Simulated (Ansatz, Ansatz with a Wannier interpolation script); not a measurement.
# From a coarse GW mesh to bands everywhere: ThSeO (P4/nmm), part 3 of 3

G0W0 gives levels on a mesh alone; what do the bands of ThSeO (P4/nmm) look like between the points?

Ansatz 0.2.0; LDA, Wannier functions and G0W0, plane waves, PAW. Known limits of the many-body steps: not at the basis limit; f levels unsure; no spin-orbit coupling; coarse k mesh.

So far. Step 4 (G0W0 at every point of the mesh: 4×4×2 mesh, 478 empty …): The gap on the mesh goes from 0.66 eV to 1.88 eV, a correction of +1.22 eV. Between the two edge states, bare exchange in place of the xc potential would open the gap by 7.56 eV, and correlation takes back 6.34 eV. Step 6 (LDA+SOC bands, for comparison): The gap stands −0.21 eV against LDA.

## (6) LDA+SOC bands, for comparison (continued)

Level of this step: DFT, LDA with spin-orbit coupling, plane waves, PAW (Ansatz).

Electronic bands along the path, in eV, zero at the top of the highest nominally filled band:

```csv
point,band 65,band 66,band 67,band 68,band 69,band 70,band 71,band 72
Γ,-0.27,-0.27,0.00,0.00,0.45,0.45,1.54,1.54
halfway,-1.20,-1.20,-0.91,-0.91,1.33,1.33,1.89,1.89
X,-1.62,-1.62,-1.62,-1.62,1.62,1.62,1.62,1.62
halfway,-1.48,-1.48,-1.41,-1.41,1.76,1.76,1.88,1.88
M,-1.61,-1.61,-1.61,-1.61,1.78,1.78,1.78,1.78
halfway,-1.49,-1.49,-1.01,-1.01,1.71,1.71,2.01,2.01
Γ,-0.27,-0.27,0.00,0.00,0.45,0.45,1.54,1.54
halfway,-0.55,-0.55,-0.22,-0.22,0.62,0.62,1.40,1.40
Z,-0.82,-0.82,-0.46,-0.46,0.96,0.96,1.07,1.07
halfway,-1.15,-1.15,-0.94,-0.94,1.59,1.59,1.80,1.80
R,-1.50,-1.50,-1.50,-1.50,1.83,1.83,1.83,1.83
halfway,-1.72,-1.72,-1.67,-1.67,1.89,1.89,1.92,1.92
A,-1.49,-1.49,-1.49,-1.49,1.89,1.89,1.89,1.89
halfway,-1.36,-1.36,-1.04,-1.04,1.83,1.83,1.95,1.95
Z,-0.82,-0.82,-0.46,-0.46,0.96,0.96,1.07,1.07
jump to X,-1.62,-1.62,-1.62,-1.62,1.62,1.62,1.62,1.62
halfway,-1.55,-1.55,-1.55,-1.55,1.74,1.74,1.74,1.74
R,-1.50,-1.50,-1.50,-1.50,1.83,1.83,1.83,1.83
jump to M,-1.61,-1.61,-1.61,-1.61,1.78,1.78,1.78,1.78
halfway,-1.55,-1.55,-1.55,-1.55,1.83,1.83,1.83,1.83
A,-1.49,-1.49,-1.49,-1.49,1.89,1.89,1.89,1.89
```

## (7) HSE06 bands, for comparison

This step: DFT, HSE06, plane waves, PAW.

The input, input.yaml:

```yaml
crystal:
  lattice:
    - [4.038, 0.0, 0.0]
    - [0.0, 4.038, 0.0]
    - [0.0, 0.0, 7.03]
  atoms:
    - { symbol: Th, position: [0.0, 0.5, 0.18] }
    - { symbol: Th, position: [0.5, 0.0, 0.82] }
    - { symbol: Se, position: [0.0, 0.5, 0.63] }
    - { symbol: Se, position: [0.5, 0.0, 0.37] }
    - { symbol: O, position: [0.0, 0.0, 0.0] }
    - { symbol: O, position: [0.5, 0.5, 0.0] }
kpoints:
  mp_grid: { grid: [4, 4, 2] }
  band_path:
    path:
      - [[0.0, 0.0, 0.0], [0.0, 0.5, 0.0], [0.5, 0.5, 0.0], [0.0, 0.0, 0.0], [0.0, 0.0, 0.5], [0.0, 0.5, 0.5], [0.5, 0.5, 0.5], [0.0, 0.0, 0.5]]
      - [[0.0, 0.5, 0.0], [0.0, 0.5, 0.5]]
      - [[0.5, 0.5, 0.0], [0.5, 0.5, 0.5]]
    npoints: 10
hamiltonian:
  xc: hse06
scf:
  occupations: { method: fixed }
  n_extra_bands: 6
output:
  eigenvalues: true
```

Started as:

```
> ansatz run input.yaml --threads 16 --pin off --max-ram 27648MiB --backend cpu --events-out ev --progress --plain --runs-dir out
```

Numbers of over 12 decimals in the logs are rounded to 6 here.

Output:

```text
[...]
davidson cushion auto → on  (no smearing: the cushion is to keep the highest requested band from converging to the state above it; pin scf.eigensolver.cushion to override)
Crystal: 6 atoms, lattice volume = 114.627 Å³
Basis set: ecut = 420 eV, 2255 PW (Γ)
Bands: 40, of which v1, the nominal top of the filled ones, is band 34 counted from 1 (33 counted from 0)
Symmetry: 16 space group operations
[...]
k-points: 12 of 32
[...]
SCF iter   1: F=—  HF=-38552.733369 eV  |F-HF|=—  |Δ(HF+E_count)|=         —  Δρ=4.61e-3  dr2=9.13e-3  ethr=1.77e-3  ⟨swp⟩=6.2  Hψ=2172  notcnv=0
[...]
SCF iter   6: F=-38552.754305 eV  HF=-38552.754310 eV  |F-HF|=5.26e-6  |Δ(HF+E_count)|=   1.08e-5  Δρ=8.95e-5  dr2=9.00e-6  ethr=1.47e-7  ⟨swp⟩=3.2  Hψ=1172  notcnv=0
SCF 1 stopped early in 6 iterations: F = -38552.754305 eV  dr2 = 9.00e-6
[...]
Exchange kernel: α = 0.2500, screened, ω = 0.2079 Å⁻¹, Wigner–Seitz truncation, v(0) = 1029.6520 eV·Å³, q-mesh 4×4×2, nearest image of the exchange supercell L = 14.06 Å, pair-density grid 20×20×36, without the augmentation charges, whose exchange is taken in its separable form by FFT convolution over the k-point mesh (sized by the pseudopotential files, 27×27×48 at the most), smooth part of the exact exchange by density-matrix convolution
Frozen-core exchange: fock
SCF iter   1: F=—  HF=-38560.843982 eV  |F-HF|=—  |Δ(HF+E_count)|=         —  Δρ=1.08e-2  dr2=2.87e-1  ethr=1.32e-7  ⟨swp⟩=16.4  Hψ=4053  notcnv=1
[...]
SCF iter   8: F=-38560.772888 eV  HF=-38560.772888 eV  |F-HF|=5.43e-7  |Δ(HF+E_count)|=   1.76e-5  Δρ=4.00e-5  dr2=1.24e-5  ethr=1.05e-7  ⟨swp⟩=4.2  Hψ=1339  notcnv=0
SCF 2 stopped early in 8 iterations: F = -38560.772888 eV  dr2 = 1.24e-5
hybrid outer 1: dexx = +4.331e-2 eV, tail = 1.47e-4 eV
[...]
Frozen-core exchange: fock
SCF iter   1: F=—  HF=-38560.772581 eV  |F-HF|=—  |Δ(HF+E_count)|=         —  Δρ=5.62e-5  dr2=1.05e-5  ethr=1.08e-6  ⟨swp⟩=7.3  Hψ=1340  notcnv=0
[...]
SCF iter   4: F=-38560.772582 eV  HF=-38560.772582 eV  |F-HF|=2.42e-9  |Δ(HF+E_count)|=   5.18e-8  Δρ=6.38e-6  dr2=2.12e-8  ethr=3.31e-10  ⟨swp⟩=5.9  Hψ=1373  notcnv=0  defer=9
SCF 3 converged in 4 iterations: F = -38560.772582 eV  dr2 = 2.12e-8
hybrid outer 2: dexx = +2.034e-6 eV, tail = 8.36e-8 eV, Δε = 5.82e-3 eV (about 2.25e-4 eV left of the loop's levels)
the search or the solves at the SCF's close seem to have found levels that the self-consistency loop had missed (the run counts 4). By its estimate they hold under 1e-12 electrons; where the run keeps them, the occupations were computed again with them
[...]
hybrid SCF converged: 2 outer / 12 inner (+6 warm-up), last move |dexx| = 2.03e-6 eV, tail = 8.36e-8 eV
Stability not checked: this state was not tested for a lower state beside it, because the functional holds exact exchange (a hybrid, or Hartree-Fock), whose exchange loop this test does not read (fock_operator; see scf.lower_state_search)
Free energy (F): -38560.772583 eV
Frozen-core exchange: fock
[...]
Internal energy: -38560.772583 eV  (E = F + TS)
E sigma→0 (E₀):  -38560.772583 eV
Fermi energy:    13.082575 eV
[...]
--- Band table (eV; the first three rows and the last of 12) ---
  k-point 0: bands = [... 30 lower, 10.7612, 12.3614, 13.0826, 13.0826, 14.6416, 16.0902, 16.3196, 16.3922, ... 2 higher]
  k-point 1: bands = [... 30 lower, 11.0907, 11.1636, 12.6786, 12.6786, 15.2560, 15.4300, 16.3238, 17.0574, ... 2 higher]
  k-point 2: bands = [... 30 lower, 10.6561, 11.4727, 12.1779, 12.1892, 15.7821, 16.3480, 16.4612, 16.7927, ... 2 higher]
  k-point 11: bands = [... 30 lower, 11.0037, 11.0037, 11.5801, 11.5801, 16.7926, 16.7926, 17.0074, 17.0074, ... 2 higher]
```

The job ended after 5 min (16 threads of Arm Neoverse N1, shared host; peak memory 2 GiB).

Numbers from this step:

| Quantity | Value |
| --- | --- |
| filled bands | 34 |
| gap | 1.559 eV |
| valence top at | Γ |
| conduction bottom at | Γ |
| least direct gap | 1.559 eV |

The gap stands +0.90 eV against LDA.

## (8) Outcome

| Quantity | Value |
| --- | --- |
| LDA gap | 0.66 eV |
| G0W0 gap over the zone | 1.88 eV, direct |
| least direct G0W0 gap, in the model | 1.88 eV |
| with the spin-orbit change | 1.67 eV |
| GW settings | 4×4×2 mesh, 478 empty bands, screening to 150 eV |
| known limits | not at the basis limit; f levels unsure; no spin-orbit coupling; coarse k mesh |

What this shows: The Wannier model follows the LDA bands to 1 meV r.m.s. near the gap. The G0W0 gap over the zone is 1.88 eV, direct, from Γ to Γ; on the mesh alone it is 1.88 eV, nearly the same. The valence width in the model goes from 6.37 eV to 6.42 eV. LDA+SOC gives a gap of 0.45 eV on the same path, a spin-orbit change of −0.21 eV that would bring the G0W0 gap to 1.67 eV. HSE06 gives a gap of 1.56 eV on the same path. Bands and cutoff are finite, so the gap is not at the basis limit. The miss can reach some tenths of an eV and take either sign; the mesh is an error of its own. Above the frozen window of the model the interpolated levels need not meet the computed ones, even at points of the mesh. The 4×4×2 mesh is coarse for this cell (its supercell is 14 Å along the shortest edge). The RPA ε∞ on it, from the LDA start, is 7.99 and 9.24; such meshes misread the long-range screening, most where the gap is narrow. The compound holds f electrons or empty f levels, where one-shot G0W0 is unsure.

[Paths, hosts, dates, memory and timing lines, banners, echoed tables and standing remarks are left out of the program output.]

[Logs are printed without paths, hosts, clocks, repeated set-up lines and the standing remarks that a program may print on its own settings, such as how far it seeks lower states.]

[Runs of the session that timed out or met a known fault of the program may be left out.]

[Hosts, paths, dates, database ids (printed as entryN), source tags and the programs' standing remarks are cut or masked in the printed files.]
